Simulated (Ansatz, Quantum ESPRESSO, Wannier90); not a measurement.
# Ballistic channels from Wannier functions: straight Ag chain, spacing 2.66 Å, part 5 of 5

Wanted: localised orbitals and the quantum conductance of this wire: straight Ag chain, spacing 2.66 Å.

Quantum ESPRESSO 7.5 and Wannier90 3.1.0; plane-wave DFT, LDA, GBRV ultrasoft pseudopotentials; cross-check by Ansatz 0.2.0 with PAW datasets.

So far. Step 2 (Ground state): The run needed 11 iterations to bring the estimated error under 1e-07 Ry. Step 6 (Wannier functions and transport): Bands and channels are those of the Wannier model: bands that were not projected, and all outside the frozen window, are missing or only approximate.

**12. Wannier functions and transport, with dis_froz_max − E_F = 9.0**

Level of this step: maximally localised Wannier functions and ballistic conductance; plane-wave DFT, LDA, GBRV ultrasoft pseudopotentials (Wannier90).

Another try, with an input changed as a hurried user might.

Contents of wan_bad.win:

```
num_wann = 6
num_bands = 21
num_iter = 200
num_print_cycles = 20
conv_tol = 1e-8
conv_window = 5
guiding_centres = true
dis_num_iter = 1500
dis_conv_tol = 1e-8
dis_win_min = -14.3029
dis_win_max = 5.6971
dis_froz_max = 5.6971
search_shells = 120
fermi_energy = -3.3029

transport = true
transport_mode = bulk
one_dim_axis = z
dist_cutoff = 18.52
dist_cutoff_mode = one_dim
tran_win_min = -4.0
tran_win_max = 2.0
tran_energy_step = 0.02

bands_plot = true
bands_num_points = 96
begin kpoint_path
G 0.0 0.0 0.0 Z 0.0 0.0 0.5
end kpoint_path

begin projections
Ag:s;d
end projections

begin unit_cell_cart
ang
  8.0000000000 0.0000000000 0.0000000000
  0.0000000000 8.0000000000 0.0000000000
  0.0000000000 0.0000000000 2.6600000000
end unit_cell_cart

begin atoms_frac
  Ag 0.0000000000 0.0000000000 0.0000000000
end atoms_frac

mp_grid = 1 1 14
begin kpoints
  0.0 0.0 0.0000000000
  0.0 0.0 0.0714285714
  0.0 0.0 0.1428571429
  0.0 0.0 0.2142857143
  0.0 0.0 0.2857142857
  0.0 0.0 0.3571428571
  0.0 0.0 0.4285714286
  0.0 0.0 0.5000000000
  0.0 0.0 0.5714285714
  0.0 0.0 0.6428571429
  0.0 0.0 0.7142857143
  0.0 0.0 0.7857142857
  0.0 0.0 0.8571428571
  0.0 0.0 0.9285714286
end kpoints
```

On the command line:

```sh
> OMP_NUM_THREADS=1 wannier90.x wan_bad > wan_bad.run.log
```

Numbers of over 12 decimals in the logs are rounded to 6 here.

The program printed:

```text
[banner, memory and clock lines left out]
+---------------------------------------------------+
             |                                                   |
             |                   WANNIER90                       |
             |                                                   |
             +---------------------------------------------------+
             |                                                   |
             |        Welcome to the Maximally-Localized         |
             |        Generalized Wannier Functions code         |
[...]
|  Wannier90 Developer Group:                       |
             |    Giovanni Pizzi    (EPFL)                       |
             |    Valerio Vitale    (Cambridge)                  |
             |    David Vanderbilt  (Rutgers University)         |
             |    Nicola Marzari    (EPFL)                       |
             |    Ivo Souza         (Universidad del Pais Vasco) |
             |    Arash A. Mostofi  (Imperial College London)    |
             |    Jonathan R. Yates (University of Oxford)       |
[...]
|  For the full list of Wannier90 3.x authors,      |
             |  please check the code documentation and the      |
             |  README on the GitHub page of the code            |
[...]
|  [ref] "Wannier90 as a community code:            |
             |        new features and applications",            |
             |        165902 (2020).                             |
[...]
|  in any publications arising from the use of      |
[...]
|  [ref] "Maximally Localized Generalised Wannier   |
             |         Functions for Composite Energy Bands"     |
             |         N. Marzari and D. Vanderbilt              |
             |         Phys. Rev. B 56 12847 (1997)              |
[...]
|  [ref] "Maximally Localized Wannier Functions     |
             |         for Entangled Energy Bands"               |
             |         I. Souza, N. Marzari and D. Vanderbilt    |
             |         Phys. Rev. B 65 035109 (2001)             |
[...]
| Copyright (c) 1996-2020                           |
             |        The Wannier90 Developer Group and          |
             |        individual contributors                    |
[...]
|      Release: 3.1.0        5th March    2020      |
[...]
| This program is free software; you can            |
             | redistribute it and/or modify it under the terms  |
             | of the GNU General Public License as published by |
             | the Free Software Foundation; either version 2 of |
[...]
|                          1               2                                 |
 |                          5               4                                 |
[...]
| Completeness relation is fully satisfied [Eq. (B1), PRB 56, 12847 (1997)]  |
[...]
|                  b_k Vectors (Ang^-1) and Weights (Ang^2)                  |
 |                  ----------------------------------------                  |
 |            No.         b_k(x)      b_k(y)      b_k(z)        w_b           |
 |            ---        --------------------------------     --------        |
 |             1         0.000000    0.000000    0.168721    17.564250        |
 |             2         0.000000    0.000000   -0.168721    17.564250        |
 |             3         0.785398    0.000000    0.000000     0.810569        |
 |             4         0.000000    0.785398    0.000000     0.810569        |
 |             5         0.000000   -0.785398    0.000000     0.810569        |
 |             6        -0.785398    0.000000    0.000000     0.810569        |
[...]
|                           b_k Directions (Ang^-1)                          |
 |                           -----------------------                          |
 |            No.           x           y           z                         |
 |            ---        --------------------------------                     |
 |             1         0.000000    0.000000    0.168721                     |
 |             2         0.785398    0.000000    0.000000                     |
 |             3         0.000000    0.785398    0.000000                     |
[...]
Time to get kmesh              0.012 (sec)
 *============================================================================*
 |                              MEMORY ESTIMATE                               |
 |         Maximum RAM allocated during each phase of the calculation         |
 *============================================================================*
 |                        Disentanglement            0.85 Mb                  |
 |                            Wannierise:            0.18 Mb                  |
 |                          plot_wannier:            0.18 Mb                  |
 *----------------------------------------------------------------------------*

 Starting a new Wannier90 calculation ...

 Reading overlaps from wan_bad.mmn    :  Created on   at 18:51:26

 Reading projections from wan_bad.amn :  Created on   at 18:51:25

 Time to read overlaps          0.021 (sec)

 *------------------------------- DISENTANGLE --------------------------------*
 +----------------------------------------------------------------------------+
 |                              Energy  Windows                               |
 |                              ---------------                               |
 |                   Outer:  -14.30290  to    5.69710  (eV)                   |
 |                   Inner:  -14.30290  to    5.69710  (eV)                   |
 +----------------------------------------------------------------------------+
 ERROR AT K-POINT    1 THERE ARE 14 BANDS INSIDE THE INNER WINDOW AND ONLY 6 TARGET BANDS
BANDS: (eV)  -7.87538   -5.98677   -5.98570   -5.11628   -5.11628   -4.37771    0.05053    0.05053    1.68620    2.82151
   4.50009    4.50009    4.55896    4.91831
 Exiting.......
 dis_windows: More states in the frozen window than target WFs
[the rest left out]
[key lines of the parts left out:]
|  Fermi energy (eV)                         :            -3.303             |
```

The job ended after 0.5 s (1 MPI rank of Arm Neoverse V2, shared host; peak memory 0.09 GiB).

The program refused the input before any cycle.

The fault put into the input: a frozen window with more states than Wannier functions (dis_froz_max − E_F = 9.0).

The frozen window can't hold more states than there are functions: narrow it or add projections.

**13. The same in Ansatz**

A second code with its own PAW datasets, on the same atoms.

Level of this step: plane-wave DFT, LDA, Ansatz PAW (Ansatz 0.2.0).

System of this step: straight Ag chain, spacing 2.66 Å, 2 periods. The cell holds 2 atoms: 2 Ag. Its edges and angles: a = 8.000 Å, b = 8.000 Å, c = 5.320 Å, α = 90.0°, β = 90.0°, γ = 90.0°. Vacuum lies along a and b. The structure's axis is c.

Contents of input.yaml:

```yaml
crystal:
  lattice:
    - [8.0, 0.0, 0.0]
    - [0.0, 8.0, 0.0]
    - [0.0, 0.0, 5.32]
  atoms:
    - { symbol: Ag, position: [0.0, 0.0, 0.0] }
    - { symbol: Ag, position: [0.0, 0.0, 0.5] }
kpoints:
  mp_grid: { grid: [1, 1, 14] }
hamiltonian:
  xc: lda
scf:
  occupations: { method: fermi_dirac, width: 0.05 }
  convergence: { dr2_threshold: 1.0e-08 }
output:
  transmission:
    leads: [[0, 0]]
    e_range: [-4.0, 2.0]
    de: 0.05
    kmesh: [1, 1]
    reduced_basis: true
```

On the command line:

```sh
> ansatz run input.yaml --threads 2 --pin off --max-ram 4096MiB --backend cpu --events-out ev --progress --plain --runs-dir out
```

The program printed:

```text
Engine: ansatz 0.2.0, aarch64-unknown-linux-gnu
Pseudopotentials: kind: paw
Pseudopotential: Ag, paw, valence charge 19, recommended cutoff 420 eV (normal), Ag.paw.azcp
Functional definition: SPW92
  exchange = slater_x
  correlation = pw_c
Crystal: 2 atoms, lattice volume = 340.480 Å³
Basis set: ecut = 420 eV, 6593 PW (Γ)
Bands: 23, of which v1, the nominal top of the filled ones, is band 19 counted from 1 (18 counted from 0)
Symmetry: 32 space group operations
Space group: P4/mmm (ITA 123), of the structure as read, at distance tolerance 7.0e-5 Å
k-points: 8 of 14
Non-local potential: Ag, projectors of the file, l = 0: 3, l = 1: 2, l = 2: 2, l = 3: 1
PAW form: soft (Blöchl's): semilocal exchange-correlation on the pseudo side does not see the compensation charge
PAW frozen core: Ag, regenerated for the run's functional, and the local potential with it (the file was generated under x = pbe(κ = 0.804, μ = 0.219515), c = pbe(β = 0.066725))
PAW one-centre angular grid: Ag, 590 points (default); XC on 64 Gauss nodes
Initial density: superposition of atomic densities (neutral atoms: chi_scale 0, normalization atom), corrected by the library's trained network
Initial wavefunctions: pseudopotential atomic-orbital guess
Functional: x = slater, c = lda
SCF iter   1: F=—  HF=-14912.169107 eV  |F-HF|=—  |Δ(HF+E_count)|=         —  Δρ=2.27e-3  dr2=1.34e-2  ethr=1.77e-3  ⟨swp⟩=6.1  Hψ=821  notcnv=0
preconditioner: auto → LDOS  [insulator: Δε(μ)=0.389 eV  Ē_g=6.350 eV  σ=0.050 eV  W_gap=0.50  n_scr=38 (ndim 8)  ℏωp=9.4 eV  f_vac=0.749  D(μ)=1.44/eV (n_scr^D=4)  ε∞_Penn≈3.2  β→1.0]
SCF iter   2: F=—  HF=-14912.179407 eV  |F-HF|=—  |Δ(HF+E_count)|=   1.03e-2  Δρ=3.35e-3  dr2=3.13e-2  ethr=3.52e-5  ⟨swp⟩=2.9  Hψ=445  notcnv=0
SCF iter   3: F=—  HF=-14912.170005 eV  |F-HF|=—  |Δ(HF+E_count)|=   9.40e-3  Δρ=2.87e-4  dr2=1.90e-4  ethr=3.52e-5  ⟨swp⟩=2.1  Hψ=369  notcnv=0
SCF iter   4: F=—  HF=-14912.169983 eV  |F-HF|=—  |Δ(HF+E_count)|=   2.22e-5  Δρ=1.86e-5  dr2=6.26e-7  ethr=5.00e-7  ⟨swp⟩=2.0  Hψ=317  notcnv=0
SCF iter   5: F=—  HF=-14912.170068 eV  |F-HF|=—  |Δ(HF+E_count)|=   8.47e-5  Δρ=2.29e-6  dr2=1.41e-8  ethr=1.65e-9  ⟨swp⟩=2.0  Hψ=338  notcnv=0
SCF iter   6: F=-14912.170068 eV  HF=-14912.170068 eV  |F-HF|=1.89e-10  |Δ(HF+E_count)|=   1.42e-8  Δρ=3.71e-7  dr2=5.35e-10  ethr=2.63e-11  ⟨swp⟩=4.8  Hψ=508  notcnv=0
SCF 1 converged in 6 iterations: F = -14912.170068 eV  dr2 = 5.35e-10
  greatest PAW one-centre occupation: 1.002 electrons in one spin orbital (limit 2), on the Ag atom at site 1 (counted from 0), in its partial waves of l = 0
transmission: 7 of 42 steps passed
transmission: 14 of 42 steps passed
[...]
transmission: 42 of 42 steps passed
SCF converged after 6 iterations
Free energy (F): -14912.170068 eV
Harris-Foulkes:  -14912.170068 eV  (|F-HF|=1.89e-10)
Internal energy: -14912.159914 eV  (E = F + TS)
E sigma→0 (E₀):  -14912.164991 eV
Entropy (-TS):   -0.010154 eV (-5.077 meV/atom)
Fermi energy:    -3.303809 eV
--- Per-component energies (eV) ---
  E_band       = -1185.286675
  E_kinetic    = 1056.587081
  E_local      = -12815.192139  (includes V_loc(G=0)·N_el)
  E_nonlocal   = 177.470576
  E_hartree    = 5846.534658
  E_xc         = -361.276017
  E_vxc        = -461.258032  (∫ρ·V_xc dr)
  E_paw        = -7546.115683  (= ΣΔE_a)
  E_vpaw       = -835.960840  (= ΣTr[D̂ρ^β])
  E_aug_tail   = 0.000525  (compensation charges beyond the density's cutoff)
  E_ewald      = -1271.618531
  E_core_change = 1.449615  (= ΣΔE_core)
  E_smearing   = -0.010154  (= −TS)
  E_closure    = -0.000000  (closes the sum)
  Σ components = -14912.170068   (vs F -14912.170068, Δ=0.00e0)
--- Band table (eV; the first three rows and the last of 8) ---
  k-point 0: bands = [... 15 lower, -5.1171, -5.1171, -4.9311, -4.3714, 0.0546, 0.0546, 0.5616, 1.7335]
  k-point 1: bands = [... 15 lower, -5.1458, -5.1458, -4.9609, -4.3521, 0.0965, 0.0965, 0.1910, 1.7595]
  k-point 2: bands = [... 15 lower, -5.2283, -5.2283, -5.0505, -4.2938, -0.4989, 0.2196, 0.2196, 1.8375]
  k-point 7: bands = [... 15 lower, -5.8263, -5.8257, -5.8257, -3.3041, -3.3041, 1.7961, 1.7961, 1.7961]
--- Transmission ---
  basis      : 561 plane waves across, 7 finite elements along
  points     : 1, standing for a mesh of 1 x 1
  energies   : 121 from -4.000000 to 2.000000 eV about the Fermi level, 0.050000 eV apart; the leads are filled to 0.000000 eV, and channels, transmission and decay are at 0.000000 eV
  crystal 0  : Ag2, at the sites [0, 0], period 5.3200 Å: whole cells are its period
    offset         : up to 0.0000 Å between an atom of the period and one for which it stands
    channels       : 1.000000e0 a spin
    conductance    : none, the energies end too early or step too widely for 300 K: set another output.transmission.e_range or a lower de, or, where they end at an eighth of basis.ecutwfc, a higher one
```

The job ended after 20 s (2 threads; peak memory 0.43 GiB; 39 s of CPU time).

Numbers from this step:

```
free energy                                : -14912.1701 eV
energy at zero smearing                    : -14912.1650 eV
smearing term TS                           : 0.01015 eV
Fermi energy                               : -3.304 eV
symmetry operations                        : 32
lead channels at the Fermi level, one spin : 1
```

Per spin. The open channels by energy, zero at the Fermi level:

```csv
energy (eV),open channels
-4.000,1
-3.800,1
-3.600,1
-3.400,3
-3.200,3
-3.000,3
-2.800,3
-2.600,5
-2.400,5
-2.200,3
-2.000,3
-1.800,1
-1.600,0
-1.400,0
-1.200,0
-1.000,1
-0.800,1
-0.600,1
-0.400,1
-0.200,1
0.000,1
0.200,1
0.400,1
0.600,1
0.800,1
1.000,1
1.200,1
1.400,1
1.600,1
1.800,1
2.000,1
```

**14. By hand**

1 channel × 77.48 µS = 77 µS, a two-terminal resistance of 12.906/1 = 12.91 kΩ whatever the wire's length, as long as nothing scatters.

**15. Summary of results**

```yaml
open_channels_at_the_fermi_level_per_spin: 1
total_spread: 6.83 Å²
gauge_invariant_spread: 6.65 Å²
largest_band_misfit_in_the_frozen_window: 0.0747 eV
channels_at_the_fermi_level_by_ansatz: 1
```

**Reading.** The wire offers 1 channel per spin at the Fermi level. Between -4 and 1.5 eV the channel count from Wannier functions equals that from Ansatz's layer matching at 100 % of the energies; outside the frozen window the Wannier bands are not held to the plane-wave ones. The interpolated bands miss plane-wave levels by up to 0.07 eV between mesh points, so steps of the conductance can sit that far off. The wire is perfect, so the conductance only counts bands: each channel, with its partner of the other spin, carries G₀ = 2e²/h. It was run without spin polarisation, which was not tested.

[Logs are printed without paths, hosts, clocks, repeated set-up lines and the standing remarks that a program may print on its own settings, such as how far it seeks lower states.]

[Hosts, paths, dates, database ids (printed as entryN), source tags and the programs' standing remarks are cut or masked in the printed files.]

[Maps of the electrostatic potential energy from Ansatz leave out the sawtooth potential of an applied field or a dipole correction, so their vacuum need not be flat; planar profiles and work functions include it.]
